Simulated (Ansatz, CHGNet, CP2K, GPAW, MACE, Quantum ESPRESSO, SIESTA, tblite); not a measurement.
# (9,9) carbon nanotube bundle (108 atoms) in SIESTA, part 2 of 2

How do the settings of SIESTA change the result for (9,9) carbon nanotube bundle (108 atoms)? A plane-wave run serves as the yardstick.

Program: SIESTA 5.4.2; the method stands at each step. Banners, paths, timers and routine set-up lines are dropped from the logs unmarked, and long logs keep their key lines alone; longer cuts are marked. The potentials were converted by us to PSML.

So far. Step 2 (PBE, DZP, shift 0.01 Ry, mesh 300 Ry): Forces lie 14 % from the reference's, at 0.32 times its CPU time (on 2 against 4 cores). Step 3 (PBE, SZP, shift 0.01 Ry, mesh 300 Ry): Against the first run (14 %), the force difference from the reference is 27 %, at 0.77 times the CPU time, with 972 basis functions against 1404: the smaller basis costs accuracy.

## (4) PBE, DZP, shift 0.01 Ry, mesh 100 Ry

Method: Kohn-Sham DFT, PBE, PseudoDojo 0.4.1 norm-conserving pseudopotentials (converted to PSML), numerical atomic orbitals (DZP), diagonalisation.

Input file input.fdf:

```
SystemLabel cell
NumberOfAtoms 108
NumberOfSpecies 1
%block ChemicalSpeciesLabel
  1 6 C
%endblock ChemicalSpeciesLabel
LatticeConstant 1.0 Ang
%block LatticeVectors
  15.50642 0.00000 0.00000
  -7.75321 13.42896 0.00000
  0.00000 0.00000 7.38000
%endblock LatticeVectors
PAO.BasisSize DZP
PAO.EnergyShift 0.01 Ry
XC.Functional GGA
XC.Authors PBE
MeshCutoff 100 Ry
%block kgrid_Monkhorst_Pack
  1 0 0 0.0
  0 1 0 0.0
  0 0 1 0.0
%endblock kgrid_Monkhorst_Pack
SolutionMethod diagon
OccupationFunction FD
ElectronicTemperature 580 K
SCF.Mixer.Method Pulay
SCF.Mixer.Weight 0.05
SCF.Mixer.History 8
SCF.Mix Hamiltonian
MaxSCFIterations 300
SCF.DM.Tolerance 1e-04
SCF.H.Tolerance 1.0e-3 eV
WriteForces T
Write.HirshfeldPop T
Write.VoronoiPop T
Write.DM F
Write.H F
XML.Write F
AtomicCoordinatesFormat Fractional
%block AtomicCoordinatesAndAtomicSpecies
[... 108 atom lines left out: the same atoms as in the first run ...]
%endblock AtomicCoordinatesAndAtomicSpecies
```

Command:

```
$ OMP_NUM_THREADS=1 mpirun -np 2 siesta < input.fdf > output.txt
```

The log of the run:

```text
Version         : 5.4.2
reinit: System Name:
reinit: System Label: cell
initatom: Reading input for the pseudopotentials and atomic orbitals ----------
Species number:   1 Atomic number:    6 Label: C
Ground state valence configuration (from tables):   2s02  2p02  3d00  4f00
---- Processing specs for species: C
GGA--PBE XC_GGA_X_PBE--XC_GGA_C_PBE pb
C pseudopotential only contains V_ls up to l=1 -- lmxkb reset.
Using PAO.SplitTailNorm
%block ChemicalSpeciesLabel
    1    6 C                       # Species index, atomic number, species label
[... lines left out ...]
stepf: Fermi-Dirac step function
        iscf     Eharris(eV)        E_KS(eV)     FreeEng(eV)     dDmax    Ef(eV) dHmax(eV)
[... lines left out ...]
SCF Convergence by DM+H criterion
[... lines left out ...]
SCF cycle converged after 15 iterations
[... lines left out ...]
   Max    8.152296
[... lines left out ...]
   Max    8.152296    constrained
Stress tensor Voigt[x,y,z,yz,xz,xy] (kbar):      -81.51      -77.47     -112.72       -4.13        2.77       -4.74
[... lines left out ...]
siesta: FreeEng =    -17651.278321
[... lines left out ...]
siesta:       Kinetic =   12179.781972
siesta:       Hartree =   23353.806320
siesta:         Exch. =   -5762.799893
siesta:         Corr. =    -551.552226
siesta:   Exch.-corr. =   -6314.352118
siesta:  Ion-electron =  -57842.282427
siesta:       Ion-ion =   10971.954620
siesta:         Total =  -17651.091633
siesta:         Fermi =      -4.474352
siesta: Stress tensor (static) (eV/Ang**3):
siesta:    -0.050872   -0.002960    0.001726
siesta:    -0.002960   -0.048354   -0.002577
siesta:     0.001726   -0.002577   -0.070354
siesta: Cell volume =       1536.774993 Ang**3
siesta: Pressure (static):
siesta:                Solid            Molecule  Units
siesta:           0.00061565          0.00064808  Ry/Bohr**3
siesta:           0.05652662          0.05950408  eV/Ang**3
siesta:          90.56562769         95.33604671  kBar
    Orbital volume contribution        =          41.007846 eV
    (Free)E + p_basis*V_orbitals       =      -17610.270475 eV
    (Free)Eharris+ p_basis*V_orbitals  =      -17610.270459 eV
Hirshfeld Atomic Populations:
Atom #   charge [q] valence [e]  Species
     1    -0.001635    4.001635  C
     2    -0.003601    4.003601  C
     3    -0.001195    4.001195  C
[...]
--------------------
 Total    -0.000121
Voronoi Atomic Populations:
Atom #   charge [q] valence [e]  Species
[...]
107    -0.003475    4.003475  C
   108     0.005618    3.994382  C
--------------------
 Total    -0.000121
```

Wall time 43 s (2 MPI ranks of Arm Neoverse V1, shared host); peak memory 0.69 GiB.

Numbers from this run, and their distance from the reference:

```
r.m.s. force component                          : 1.846 eV/Å
r.m.s. difference of force components           : 231.7 meV/Å
longest difference of force vectors             : 1088 meV/Å
force difference over r.m.s. force              : 14.02 %
slope of forces against the reference's         : 1.114
correlation of force components                 : 0.9974
pressure                                        : 9.057 GPa
pressure difference                             : 5.475 GPa
energy less the same-level run's                : 0.4535 meV/atom
r.m.s. force difference from the same-level run : 3.821 meV/Å
```

This is a coarse setting, run to see what it loses.

Against the first run (14 %), the force difference from the reference is 14 %, at 0.38 times the CPU time: the change moves forces by 3.8 meV/Å r.m.s., so most of the difference comes from elsewhere.

## (5) The ladder

Differences are against the plane-wave reference, forces as r.m.s. over components; share is that over the reference's r.m.s. force, slope the least-squares factor from reference forces to these. Total energies of different programs have different zeros and aren't compared.

| run | Δ force, r.m.s. (meV/Å) | share (%) | slope | Δ pressure (GPa) | cores | CPU time | memory (GiB) |
| --- | --- | --- | --- | --- | --- | --- | --- |
| reference | - | - | - | - | 4 | 12 min | 4.2 |
| SIESTA PBE, DZP, shift 0.01 Ry, mesh 300 Ry | 230 | 14.0 | 1.113 | 5.48 | 2 | 3.8 min | 1.2 |
| SIESTA PBE, SZP, shift 0.01 Ry, mesh 300 Ry (coarse) | 453 | 27.4 | 1.208 | 12.6 | 2 | 2.9 min | 1.1 |
| SIESTA PBE, DZP, shift 0.01 Ry, mesh 100 Ry (coarse) | 232 | 14.0 | 1.114 | 5.48 | 2 | 86 s | 0.69 |

Rows marked coarse were listed beforehand as settings not expected to be converged; some can still land near the reference.

CPU time is summed over cores on a shared host, where runs went side by side, so it is rough. Symmetry, cutoffs, thresholds, outputs and thread counts weren't matched or tuned between programs; memory under MPI is the largest rank's times the ranks.

Within one program, basis, potentials and functional, energies share a zero. Each run against its twin at the usual cutoff or grid and solver:

| run | twin | Δ energy (meV/atom) | Δ force, r.m.s. (meV/Å) | CPU time over the twin's |
| --- | --- | --- | --- | --- |
| SIESTA PBE, DZP, shift 0.01 Ry, mesh 100 Ry | DZP, shift 0.01 Ry, mesh 300 Ry | 0.454 | 3.82 | 0.38 |

## (6) What came out

```json
{"nearest in forces": "a tie at 14 % of 2 runs: SIESTA PBE, DZP, shift 0.01 Ry, mesh 300 Ry; SIESTA PBE, DZP, shift 0.01 Ry, mesh 100 Ry (coarse)"}
```

**Reading.** The PBE run in local orbitals, coarse settings apart, differs by 14 % (SIESTA PBE, DZP, shift 0.01 Ry, mesh 300 Ry); basis, grid and potentials can all enter. Runs with settings chosen to be coarse differ by 14 % (SIESTA PBE, DZP, shift 0.01 Ry, mesh 100 Ry) to 27 % (SIESTA PBE, SZP, shift 0.01 Ry, mesh 300 Ry), their programs' other errors included. Of the electronic-structure runs that take under half the reference's CPU time, SIESTA PBE, DZP, shift 0.01 Ry, mesh 300 Ry is among the nearest, at 14 % in 3.8 min against 12 min; its pressure misses by +5.5 GPa. SIESTA PBE, SZP, shift 0.01 Ry, mesh 300 Ry stiffens the forces by a factor of 1.21 while following their directions (correlation 0.989); the slopes of the 3 SIESTA runs lie between 1.11 and 1.21. In pressure, SIESTA PBE, SZP, shift 0.01 Ry, mesh 300 Ry misses by +12.6 GPa, at the same functional. The reference's pressure holds the uncorrected Pulay stress of its 45 Ry basis, so small pressure differences, and their order, may be the reference's own error. The reference's pressure of 3.6 GPa belongs to a cell and atoms that aren't relaxed at this level. The electronic-structure runs sample only Γ, in a cell whose shortest periodic width is 7 Å, which is coarse for a cell with partly filled levels.

[Also dropped from logs without a mark: logging warnings of Python, and SIESTA's first energy breakdown and zero terms.]

[Logs are printed without paths, hosts, clocks, repeated set-up lines and the standing remarks that a program may print on its own settings, such as how far it seeks lower states.]

[Hosts, paths, dates, database ids (printed as entryN), source tags and the programs' standing remarks are cut or masked in the printed files.]
